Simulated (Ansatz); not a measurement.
**Scanning the volume in random rock-salt (Hf, Nb, Zr, Ti)C solid solution**

How does the cell respond to the volume?

Calculated with Ansatz 0.2.0; Kohn-Sham DFT, PBE, PAW set soft_1, plane waves.

### 1. The structure

The cell holds 64 atoms: 10 Ti, 32 C, 7 Zr, 8 Nb and 7 Hf. Its edges and angles: a = 9.028 Å, b = 9.028 Å, c = 9.028 Å, α = 90.0°, β = 90.0°, γ = 90.0°. Rock-salt lattice (a = 4.514 A, set from the end members), 2 x 2 x 2 cells, metal sites filled at random with 7 Hf, 8 Nb, 7 Zr, 10 Ti; not relaxed, displaced by a Gaussian of 0.02 A.

### 2. Running it

ASE makes the structure inside the script; the seeds are typed, so the same atoms come back each time. The 2×2×2 mesh is chosen so that along the periodic directions points times cell width come to 18.0 Å or more. A smearing of 0.025 eV is typed, narrow for a metal. The PAW files are read from a folder beside the script (Ansatz's set soft_1), and the density starts from superposed atoms. The atoms are relaxed first, so that the scan starts at or near a minimum at this cell. No cutoff is typed, so the potentials' recommended one is used (420 eV). The cell is scaled with the atoms at fixed fractional positions, and a Birch–Murnaghan curve is fitted.

curve.py

```python
import time
import warnings
import numpy as np
from ase.build import bulk
from ase.eos import EquationOfState
from ase.units import GPa
import ansatz as az

warnings.simplefilter("ignore", az.DeckWarning)
u = bulk('HfC', 'rocksalt', a=4.514, cubic=True)
atoms = u.repeat([2, 2, 2])
rng = np.random.default_rng(70619)
sites = rng.permutation([a.index for a in atoms if a.symbol == 'Hf'])
new = ['Nb'] * 8 + ['Zr'] * 7 + ['Ti'] * 10
for k, e in zip(sites, new): atoms[k].symbol = e
atoms.rattle(0.02, seed=70619)
atoms.wrap()
print(atoms.get_chemical_formula(), "-", len(atoms), "atoms; cell", atoms.cell.cellpar().round(3))

def setup(atoms):
    return (
        az.Crystal.from_ase(atoms)
        .calculation()
        .functional("pbe")
        .pseudopotentials("paw", azcp={"folder": "./paw"}, xc_functional="pbe")
        .kpoints(2, 2, 2)
        .occupations("fermi_dirac", width=0.025)
    )

def gap_of(report):
    e = np.concatenate(report["eigenvalues_ev"]); f = np.concatenate(report["occupations"])
    f = f / f.max()  # a half-filled level counts on both sides, so the gap is then zero
    return e[f > 0.3].max(), e[f < 0.7].min()

def relaxed(atoms):
    steps = []
    calc = setup(atoms).relax(force_tolerance=0.03, max_steps=42).forces()
    keep = lambda event: steps.append(event["data"]) if event["event"] == "relax_step" and event["data"].get("accepted", True) else None
    try:
        az.Session.from_yaml(calc.to_yaml()).plan(threads=4).execute(on_event=keep)
    except az.NonConvergedError as error:
        print("relaxation stopped at the step limit:", str(error).split(". ")[0])
    final = atoms.copy()
    final.set_cell(steps[-1].get("cell_ang", atoms.cell))
    final.positions = steps[-1]["positions_ang"]
    print(f"{len(steps)} steps, energy change {steps[-1]['lagrangian_ev'] - steps[0]['lagrangian_ev']:+.3f} eV, largest force component {steps[-1]['allowed_force_max_ev_ang']:.3f} eV/A", flush=True)
    return final

start = time.time()
start_cell = relaxed(atoms)
start_cell.set_constraint()
print(f"relaxed first, in {time.time() - start:.0f} s")

rows = []
for x in [0.91, 0.94, 0.97, 1, 1.03, 1.06, 1.09]:
    a = start_cell.copy()
    a.set_cell(a.cell[:] * x ** (1 / 3), scale_atoms=True)
    try:
        r = setup(a).forces().stress().band_table().run(threads=4).report
    except az.AnsatzError as error:
        print(x, 'failed:', str(error)[:110])
        continue
    print(x, f"F = {r['free_energy_ev']:.4f} eV after {r['n_iterations']} iterations", flush=True)
    homo, lumo = gap_of(r)
    rows.append((x, r['free_energy_ev'], np.sqrt(np.mean(np.square(r['forces_ev_ang']))), max(lumo - homo, 0), np.trace(r['stress_gpa']) / 3))
low = min(e for _, e, *_ in rows)
print("      V/V0  E - Emin (meV/atom)  rms force (eV/A)  gap (eV)  P (GPa)")
for x, e, f, gap, p in rows:
    print(f"{x:10.3f} {1000 * (e - low) / len(atoms):20.2f} {f:17.3f} {gap:9.3f} {p:8.2f}")
eos = EquationOfState([x * atoms.get_volume() for x, *_ in rows], [e for _, e, *_ in rows], "birchmurnaghan")
v0, e0, b0 = eos.fit()
print(f"fit with the ions carried along unrelaxed: V0 = {v0 / len(atoms):.3f} A^3/atom ({v0 / atoms.get_volume():.3f} of the start), B0 = {b0 / GPa:.1f} GPa")
```

Run with:

```bash
python curve.py
```

What it wrote:

```text
C32Hf7Nb8Ti10Zr7 - 64 atoms; cell [ 9.028  9.028  9.028 90.    90.    90.   ]
11 steps, energy change -1.687 eV, largest force component 0.007 eV/A
relaxed first, in 164 s
0.91 F = -208829.8854 eV after 13 iterations
0.94 F = -208833.5955 eV after 13 iterations
0.97 F = -208835.8365 eV after 13 iterations
1 F = -208836.8148 eV after 14 iterations
1.03 F = -208836.7013 eV after 14 iterations
1.06 F = -208835.6580 eV after 14 iterations
1.09 F = -208833.8086 eV after 14 iterations
      V/V0  E - Emin (meV/atom)  rms force (eV/A)  gap (eV)  P (GPa)
     0.910               108.27             0.107     0.000    32.84
     0.940                50.30             0.068     0.000    21.33
     0.970                15.29             0.032     0.000    11.45
     1.000                 0.00             0.002     0.000     2.94
     1.030                 1.77             0.028     0.000    -4.36
     1.060                18.07             0.054     0.000   -10.65
     1.090                46.97             0.077     0.000   -16.05
fit with the ions carried along unrelaxed: V0 = 11.630 A^3/atom (1.012 of the start), B0 = 250.4 GPa
```

The job ended after 5.8 min (4 threads of AMD EPYC 9B45 (Zen 5), shared host; peak memory 6 GiB; 22 min of CPU time).

### 3. Summary of results

| Item | Value |
| --- | --- |
| lowest point of the scan | 1 times the starting volume |
| energy range | 108 meV/atom |
| fitted volume | 11.630 Å³/atom |
| fitted bulk modulus, ions unrelaxed | 250.4 GPa |

In words: The lowest of the points computed is at 1 times the starting volume; the scan spans 108 meV/atom. With the ions carried along unrelaxed the modulus tends to lie above the relaxed one. Bands overlap or touch in every run, so the cell is a metal at this level and any non-zero gap printed is a spacing between sampled levels. A metal needs a dense mesh, and this one wasn't tested.

[Logs are printed without paths, hosts, clocks, repeated set-up lines and the standing remarks that a program may print on its own settings, such as how far it seeks lower states.]

[Hosts, paths, dates, database ids (printed as entryN), source tags and the programs' standing remarks are cut or masked in the printed files.]

[Scripts of this kind were picked in part by their result: those with far moves, changed bonds, near-zero gaps or large misses at database cells are mostly left out.]
